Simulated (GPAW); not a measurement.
# Geometry or basis: what sets the conductance of a Na chain with a Cu atom on top of one atom

Aim: the conductance of a Na chain with a Cu atom on top of one atom after relaxation, and whether geometry, basis or functional moves it most.

Method: GPAW LCAO, PAW setups; relaxation of the junction within the symmetry of its start, lead ends held, in the first sound run; inputs show where later runs differ, in GPAW 26.7.0.

This is a report of a sequence of runs, with most program output left out.

## (1) Starting point

The cell holds 16 atoms: 15 Na and 1 Cu. Cell: a = 9.000 Å, b = 9.000 Å, c = 49.500 Å, α = 90.0°, β = 90.0°, γ = 90.0°. Regions: left lead, 7 atoms (7 Na); channel, 2 atoms (1 Na and 1 Cu); right lead, 7 atoms (7 Na). Vacuum lies along a and b. The structure is stacked along c, and the current runs across the ab planes.

## (2) Relaxing the atoms

Transmission follows bond lengths closely, so the atoms between the held lead ends are relaxed first, within whatever symmetry the start has.

Input file run.py:

```python
import json
from ase import Atoms
from ase.constraints import FixAtoms
from ase.optimize import BFGS
from gpaw import GPAW, FermiDirac

device = Atoms(
    ['Na', 'Na', 'Na', 'Na', 'Na', 'Na', 'Na', 'Na', 'Cu', 'Na', 'Na', 'Na', 'Na', 'Na', 'Na', 'Na'],
    positions=[
        [4.50000, 4.50000, 1.65000],
        [4.50000, 4.50000, 4.95000],
        [4.50000, 4.50000, 8.25000],
        [4.50000, 4.50000, 11.55000],
        [4.50000, 4.50000, 14.85000],
        [4.50000, 4.50000, 18.15000],
        [4.50000, 4.50000, 21.45000],
        [4.50000, 4.50000, 24.75000],
        [7.11270, 4.50000, 24.75000],
        [4.50000, 4.50000, 28.05000],
        [4.50000, 4.50000, 31.35000],
        [4.50000, 4.50000, 34.65000],
        [4.50000, 4.50000, 37.95000],
        [4.50000, 4.50000, 41.25000],
        [4.50000, 4.50000, 44.55000],
        [4.50000, 4.50000, 47.85000]],
    cell=[[9.0, 0.0, 0.0], [0.0, 9.0, 0.0], [0.0, 0.0, 49.5]],
    pbc=True)

device.set_constraint(FixAtoms([0, 1, 2, 3, 4, 5, 10, 11, 12, 13, 14, 15]))
device.calc = GPAW(mode='lcao', basis='dzp', xc='PBE', h=0.18,
                   kpts={'size': (1, 1, 2), 'gamma': True},
                   symmetry={'tolerance': 1e-3, 'extra_ids': [1, 1, 1, 1, 1, 1, 0, 0, 0, 0, 1, 1, 1, 1, 1, 1]},
                   occupations=FermiDirac(0.1), maxiter=250,
                   mixer=dict(beta=0.1, nmaxold=8, weight=100.0),
                   convergence=dict(density=0.0001), txt='relax.txt')
path = []
opt = BFGS(device, maxstep=0.15)
opt.attach(lambda: path.append((device.get_potential_energy(), device.positions.tolist(), device.get_forces().tolist())))
relaxed = bool(opt.run(fmax=0.05, steps=50))
json.dump(dict(relaxed=relaxed, path=path, positions=device.positions.tolist(), moments=device.get_magnetic_moments().tolist(),
               forces=device.get_forces(apply_constraint=False).tolist()), open('result.json', 'w'))
```

Command:

```
> OMP_NUM_THREADS=1 OPENBLAS_NUM_THREADS=1 python run.py
```

Wall time 36 min (1 thread of Intel Xeon Platinum 8488C (Sapphire Rapids), shared host); peak memory 2.4 GiB.

The steps of the relaxation:

```
step  energy less that of the first step (eV)  largest force (eV/Å)
   1                                   0.0000                0.1703
   2                                  -0.0014                0.1698
   3                                  -0.0814                0.2368
   4                                  -0.1448                0.3501
   5                                  -0.1868                0.4452
   6                                  -0.2080                0.5188
   7                                  -0.2171                0.5037
   8                                  -0.2620                0.4598
   9                                  -0.3089                0.4648
  10                                  -0.3489                0.4349
  11                                  -0.3773                0.3895
  12                                  -0.4046                0.4239
  13                                  -0.4197                0.4903
  14                                  -0.4348                0.5236
  15                                  -0.4742                0.5362
  16                                  -0.5192                0.5086
  17                                  -0.5674                0.4126
  18                                  -0.6205                0.1650
  19                                  -0.6402                0.0886
  20                                  -0.6416                0.0269
```

The atoms that moved most (Å):

```csv
atom,dx,dy,dz,length
Na7,1.237,0.000,0.285,1.269
Na10,1.237,0.000,-0.285,1.269
Na8,-0.953,0.000,0.000,0.953
Cu9,-0.927,0.000,0.000,0.927
```

The relaxation lowered the energy of the cell by 0.642 eV (energies extrapolated to zero smearing; the optimiser's log prints free energies). The largest force left on a free atom is 0.027 eV/Å.

## (3) Double-zeta polarised basis

Localised orbitals split the wire into layers that couple to their neighbours alone, which is what the Green's function method needs; double zeta with polarisation is the usual level for numbers.

This step: GPAW LCAO, PAW setups; Landauer transmission from Green's functions with principal layers (ASE), zero bias (GPAW 26.7.0).

Input file run.py:

```python
import json
import numpy as np
from ase import Atoms
from ase.transport.calculators import TransportCalculator
from gpaw import GPAW, FermiDirac
from gpaw.lcao.tools import get_lcao_hamiltonian
from scipy.linalg import eigh

# The junction with lead layers at both ends, along the third cell vector
device = Atoms(
    ['Na', 'Na', 'Na', 'Na', 'Na', 'Na', 'Na', 'Na', 'Cu', 'Na', 'Na', 'Na', 'Na', 'Na', 'Na', 'Na'],
    positions=[
        [4.50000, 4.50000, 1.65000],
        [4.50000, 4.50000, 4.95000],
        [4.50000, 4.50000, 8.25000],
        [4.50000, 4.50000, 11.55000],
        [4.50000, 4.50000, 14.85000],
        [4.50000, 4.50000, 18.15000],
        [5.73664, 4.50000, 21.73547],
        [3.54738, 4.50000, 24.75000],
        [6.18542, 4.50000, 24.75000],
        [5.73664, 4.50000, 27.76453],
        [4.50000, 4.50000, 31.35000],
        [4.50000, 4.50000, 34.65000],
        [4.50000, 4.50000, 37.95000],
        [4.50000, 4.50000, 41.25000],
        [4.50000, 4.50000, 44.55000],
        [4.50000, 4.50000, 47.85000]],
    cell=[[9.0, 0.0, 0.0], [0.0, 9.0, 0.0], [0.0, 0.0, 49.5]],
    pbc=True)

# One principal layer of the lead: the first 4 atoms of the device
lead = Atoms(
    ['Na', 'Na', 'Na', 'Na'],
    positions=[
        [4.50000, 4.50000, 1.65000],
        [4.50000, 4.50000, 4.95000],
        [4.50000, 4.50000, 8.25000],
        [4.50000, 4.50000, 11.55000]],
    cell=[[9.0, 0.0, 0.0], [0.0, 9.0, 0.0], [0.0, 0.0, 13.2]],
    pbc=True)

settings = dict(mode='lcao', basis='dzp', xc='PBE', h=0.2,
                occupations=FermiDirac(0.1), maxiter=250,
                mixer=dict(beta=0.1, nmaxold=8, weight=100.0),
                convergence=dict(density=0.0001))
energies = np.arange(-2, 2 + 1e-9, 0.025)
eta = 0.0001
n1, n2 = 1, 1
# k and -k transmit alike, so half of the mesh across the current serves
mesh = [(i, j) for i in range(n1) for j in range(n2) if (i, j) <= (-i % n1, -j % n2)]
weights = np.array([1 if (i, j) == (-i % n1, -j % n2) else 2 for i, j in mesh]) / (n1 * n2)

# [... helper functions left out ...]
fermi_lead = ground_state(lead, (1, 1, 9), 'lead.txt')
fermi_device = ground_state(device, (1, 1, 2), 'device.txt')
# [... loop over the mesh left out, but for ...]
        # Shift the lead onto the potential of the device's first layer
        shift = ((H[:, 0, 0] - H0[:, 0, 0]) / S0[0, 0]).real.mean()
# [...]
kT = 8.617333e-5 * 300
bias = [0.1, 0.2, 0.5, 1.0, 1.5, 2.0]
# [... integrals and printing left out ...]
```

Wall time 2.1 min (1 thread); peak memory 1.8 GiB.

This step gave:

- conductance: 0.9795 G₀
- largest coupling past the next principal layer: 4.16e-12 eV
- largest misfit of the first principal layer: 0.006256 eV
- shift that aligns the lead: 8.41e-4 eV
- basis functions of the junction: 270
- basis functions of a principal layer: 68
- transmission at the Fermi level (one spin): 0.9815
- open channels of the lead at the Fermi level (one spin): 1

One spin. Table of transmission, zone mean by energy, zero at the Fermi level:

```
energy (eV)  transmission, zone mean
     -2.000                  6.0e-11
     -1.900                  5.9e-11
     -1.800                  5.8e-11
     -1.700                  5.8e-11
     -1.600                  5.3e-11
     -1.500                  5.2e-11
     -1.400                  5.2e-11
     -1.300                  5.0e-11
     -1.200                  4.7e-11
     -1.100                  4.2e-11
     -1.000                  2.7e-11
     -0.900                  2.3e-10
     -0.825                    0.434
     -0.800                    0.235
     -0.700                    0.312
     -0.600                    0.502
     -0.500                    0.695
     -0.400                    0.844
     -0.300                    0.930
     -0.200                    0.968
     -0.100                    0.981
     -0.050                    0.983
      0.000                    0.981
      0.100                    0.965
      0.200                    0.872
      0.300                    0.235
      0.400                    0.556
      0.500                    0.896
      0.600                    0.971
      0.700                    0.993
      0.800                    0.998
      0.900                    0.996
      1.000                    0.992
      1.100                    0.989
      1.200                    0.986
      1.300                    0.985
      1.400                    0.985
      1.500                    0.974
      1.600                    0.870
      1.650                    0.959
      1.700                    0.947
      1.800                     1.60
      1.900                     2.05
      2.000                     2.19
```

Crossings of the lead's bands, unfolded to its shortest repeat. Table of open channels, zone mean by energy, zero at the Fermi level:

| energy (eV) | open channels, zone mean |
| --- | --- |
| -1.000 | 0 |
| -0.800 | 1 |
| -0.600 | 1 |
| -0.400 | 1 |
| -0.200 | 1 |
| 0.000 | 1 |
| 0.200 | 1 |
| 0.400 | 1 |
| 0.600 | 1 |
| 0.800 | 1 |
| 1.000 | 1 |
| 1.200 | 1 |
| 1.400 | 1 |
| 1.600 | 1 |
| 1.800 | 3 |
| 2.000 | 3 |

Not self-consistent under bias; the bias window is split evenly. Table of current through one cell, from the zero-bias transmission by bias:

```
bias (V)  current through one cell, from the zero-bias transmission (μA)
   0.100                                                            7.58
   0.200                                                            15.1
   0.500                                                            36.2
   1.000                                                            62.5
   1.500                                                            90.0
   2.000                                                             111
```

Table of transmission of the three most open eigenchannels by energy, zero at the Fermi level:

| energy (eV) | channel 1 | channel 2 | channel 3 |
| --- | --- | --- | --- |
| -1.000 | 2.7e-11 | 0 | 0 |
| -0.800 | 0.235 | 9.7e-10 | 3.3e-12 |
| -0.600 | 0.502 | 2.1e-11 | 1.2e-12 |
| -0.400 | 0.844 | 3.2e-11 | 1.2e-12 |
| -0.200 | 0.968 | 3.3e-11 | 1.2e-12 |
| 0.000 | 0.981 | 3.1e-11 | 1.2e-12 |
| 0.200 | 0.872 | 2.8e-11 | 1.3e-12 |
| 0.400 | 0.556 | 2.6e-11 | 0 |
| 0.600 | 0.971 | 2.2e-11 | 1.0e-12 |
| 0.800 | 0.998 | 1.9e-11 | 1.1e-12 |
| 1.000 | 0.992 | 1.5e-11 | 1.1e-12 |
| 1.200 | 0.986 | 1.1e-11 | 1.2e-12 |
| 1.400 | 0.985 | 6.0e-12 | 1.7e-12 |
| 1.600 | 0.870 | 9.1e-11 | 0 |
| 1.800 | 0.894 | 0.508 | 0.197 |
| 2.000 | 0.985 | 0.613 | 0.590 |

Couplings past the next layer reach 4.2e-12 eV, small enough to drop; the matrix elements of the cell's first layer differ from the bulk lead's by up to 0.0063 eV. That layer keeps its own values in the calculation, and only beyond it is the lead taken as perfect. The Fermi levels of lead and junction count from different zeros of potential, one for each periodic cell; with both set to zero, the small remaining shift is what aligns them. By hand: G = 0.9795 × 77.48 μS = 75.9 μS, a resistance of 13.2 kΩ; at 0.1 V a linear junction would pass 7.59 μA, and the integral over the bias window gives 7.58 μA.

## (4) GPAW, szp: basis = "szp(dzp)"

The second zeta is dropped, the polarisation orbitals stay.

Changes to run.py since step 3:

```diff
@@ -42,3 +42,3 @@
 
-settings = dict(mode='lcao', basis='dzp', xc='PBE', h=0.2,
+settings = dict(mode='lcao', basis='szp(dzp)', xc='PBE', h=0.2,
                 occupations=FermiDirac(0.1), maxiter=250,
```

Elapsed: 1.8 min, on 1 thread; peak memory 1.7 GiB.

Numbers from this step:

| Quantity | Value |
| --- | --- |
| conductance | 0.9851 G₀ |
| largest coupling past the next principal layer | 4.06e-12 eV |
| largest misfit of the first principal layer | 0.005805 eV |
| shift that aligns the lead | 4.97e-5 eV |
| basis functions of the junction | 159 |
| basis functions of a principal layer | 40 |
| transmission at the Fermi level (one spin) | 0.9870 |

One spin. The transmission, zone mean by energy, zero at the Fermi level:

energy (eV), transmission, zone mean and a bar:
```
   -2.000       0.00 
   -1.800       0.00 
   -1.600       0.00 
   -1.400       0.00 
   -1.200       0.00 
   -1.000       0.00 
   -0.800       0.08 #
   -0.600       0.50 #######
   -0.400       0.88 ############
   -0.200       0.98 #############
   -0.075       0.99 #############
    0.000       0.99 #############
    0.200       0.87 ############
    0.400       0.54 #######
    0.600       0.97 #############
    0.800       1.00 #############
    0.825       1.00 #############
    1.000       0.99 #############
    1.200       0.98 #############
    1.400       0.98 #############
    1.600       0.90 ############
    1.700       0.95 #############
    1.800       1.66 ######################
    2.000       2.24 ##############################
```

Crossings of the lead's bands, unfolded to its shortest repeat. Open channels, zone mean against energy, zero at the Fermi level:

```csv
energy (eV),"open channels, zone mean"
-0.900,0
-0.800,1
-0.700,1
-0.600,1
-0.500,1
-0.400,1
-0.300,1
-0.200,1
-0.100,1
0.000,1
0.100,1
0.200,1
0.300,1
0.400,1
0.500,1
0.600,1
0.700,1
0.800,1
0.900,1
1.000,1
1.100,1
1.200,1
1.300,1
1.400,1
1.500,1
1.600,1
1.700,1
1.800,3
1.900,3
2.000,3
```

Not self-consistent under bias; the bias window is split evenly. Current through one cell, from the zero-bias transmission against bias:

```csv
bias (V),"current through one cell, from the zero-bias transmission (μA)"
0.100,7.63
0.200,15.2
0.500,36.3
1.000,62.8
1.500,89.8
2.000,110
```

Table of transmission of the three most open eigenchannels by energy, zero at the Fermi level:

```csv
energy (eV),channel 1,channel 2,channel 3
-0.900,1.3e-10,1.3e-12,0
-0.800,0.0849,3.7e-11,0
-0.700,0.261,7.8e-11,0
-0.600,0.497,8.4e-11,0
-0.500,0.724,8.5e-11,0
-0.400,0.876,8.5e-11,0
-0.300,0.951,8.4e-11,0
-0.200,0.980,8.2e-11,0
-0.100,0.988,8.0e-11,0
0.000,0.987,7.7e-11,0
0.100,0.969,7.4e-11,0
0.200,0.867,6.9e-11,0
0.300,0.185,5.5e-11,0
0.400,0.542,7.2e-11,0
0.500,0.881,6.4e-11,0
0.600,0.965,5.9e-11,0
0.700,0.992,5.5e-11,0
0.800,0.998,5.0e-11,0
0.900,0.996,4.4e-11,0
1.000,0.991,3.9e-11,0
1.100,0.986,3.2e-11,0
1.200,0.982,2.5e-11,0
1.300,0.981,1.6e-11,0
1.400,0.982,5.2e-12,0
1.500,0.982,2.8e-12,0
1.600,0.904,9.8e-10,0
1.700,0.951,4.3e-10,7.4e-12
1.800,0.935,0.522,0.208
1.900,0.982,0.682,0.439
2.000,0.981,0.673,0.585
```

The conductance, 0.985 G₀, lies 0.6 % above that of the dzp run.

## (5) Minimal basis

One function for each valence shell of the setup, as for a first survey of a large system.

Changes to run.py since step 4:

```diff
@@ -42,3 +42,3 @@
 
-settings = dict(mode='lcao', basis='szp(dzp)', xc='PBE', h=0.2,
+settings = dict(mode='lcao', basis='sz(dzp)', xc='PBE', h=0.2,
                 occupations=FermiDirac(0.1), maxiter=250,
```

Elapsed: 75 s, on 1 thread; peak memory 1.6 GiB.

Numbers from this step:

* conductance: 0.9699 G₀
* thermopower: 1.747 μV/K
* largest coupling past the next principal layer: 4.26e-12 eV
* largest misfit of the first principal layer: 0.006074 eV
* shift that aligns the lead: 2.02e-4 eV
* basis functions of the junction: 111
* basis functions of a principal layer: 28
* transmission at the Fermi level (one spin): 0.9736

The conductance, 0.970 G₀, lies 1.0 % below that of the dzp run.

## (6) LDA in the dzp basis: xc = "LDA"

Back in the dzp basis, the functional changes from PBE to LDA, to set the spread between functionals beside that between bases.

Changes to run.py since step 5:

```diff
@@ -42,3 +42,3 @@
 
-settings = dict(mode='lcao', basis='sz(dzp)', xc='PBE', h=0.2,
+settings = dict(mode='lcao', basis='dzp', xc='LDA', h=0.2,
                 occupations=FermiDirac(0.1), maxiter=250,
```

It took 1.9 min on 1 thread; peak memory 1.8 GiB.

Numbers from this step:

| Item | Value |
| --- | --- |
| conductance | 0.9876 G₀ |
| largest coupling past the next principal layer | 2.46e-11 eV |
| largest misfit of the first principal layer | 0.005336 eV |
| shift that aligns the lead | 2.01e-4 eV |
| basis functions of the junction | 270 |
| basis functions of a principal layer | 68 |
| transmission at the Fermi level (one spin) | 0.9890 |

One spin. The transmission, zone mean by energy, zero at the Fermi level:

```
energy (eV)  transmission, zone mean
     -2.000                  6.0e-11
     -1.800                  6.7e-11
     -1.600                  5.3e-11
     -1.400                  5.2e-11
     -1.200                  4.7e-11
     -1.000                  2.8e-11
     -0.800                    0.230
     -0.600                    0.499
     -0.400                    0.854
     -0.200                    0.976
     -0.025                    0.989
      0.000                    0.989
      0.200                    0.909
      0.400                    0.494
      0.600                    0.958
      0.800                    0.997
      0.850                    0.998
      1.000                    0.995
      1.200                    0.987
      1.400                    0.982
      1.600                    0.920
      1.800                    0.849
      2.000                     2.15
```

The conductance, 0.988 G₀, lies 0.8 % above that of the dzp run.

## (7) Without the relaxation: geometry = "as built"

The dzp basis with PBE on the structure as first built shows what the relaxation was worth.

Changes to run.py since step 6:

```diff
@@ -18,6 +18,6 @@
         [4.50000, 4.50000, 18.15000],
-        [5.73664, 4.50000, 21.73547],
-        [3.54738, 4.50000, 24.75000],
-        [6.18542, 4.50000, 24.75000],
-        [5.73664, 4.50000, 27.76453],
+        [4.50000, 4.50000, 21.45000],
+        [4.50000, 4.50000, 24.75000],
+        [7.11270, 4.50000, 24.75000],
+        [4.50000, 4.50000, 28.05000],
         [4.50000, 4.50000, 31.35000],
@@ -42,3 +42,3 @@
 
-settings = dict(mode='lcao', basis='dzp', xc='LDA', h=0.2,
+settings = dict(mode='lcao', basis='dzp', xc='PBE', h=0.2,
                 occupations=FermiDirac(0.1), maxiter=250,
```

It took 2 min on 1 thread; peak memory 1.8 GiB.

This step gave:

```
conductance                                    : 0.09047 G₀
largest coupling past the next principal layer : 4.16e-12 eV
largest misfit of the first principal layer    : 0.009471 eV
shift that aligns the lead                     : 5.75e-4 eV
transmission at the Fermi level (one spin)     : 0.08988
```

The conductance, 0.0905 G₀, lies a factor of 11 below that of the dzp run.

## (8) Cost and result by level

Times are for 1 thread of Intel Xeon Platinum 8488C (Sapphire Rapids), shared host. The runs compared:

| no. | run | conductance (G₀) | time | memory (GiB) |
| --- | --- | --- | --- | --- |
| 1 | dzp | 0.9795 | 2.1 min | 1.8 |
| 2 | szp | 0.9851 | 1.8 min | 1.7 |
| 3 | sz | 0.9699 | 75 s | 1.6 |
| 4 | dzp LDA | 0.9876 | 1.9 min | 1.8 |
| 5 | asbuilt | 0.09047 | 2 min | 1.8 |

(Part 1 of 2 ends here.)

[Logs are printed without paths, hosts, clocks, repeated set-up lines and the standing remarks that a program may print on its own settings, such as how far it seeks lower states.]

[Hosts, paths, dates, database ids (printed as entryN), source tags and the programs' standing remarks are cut or masked in the printed files.]
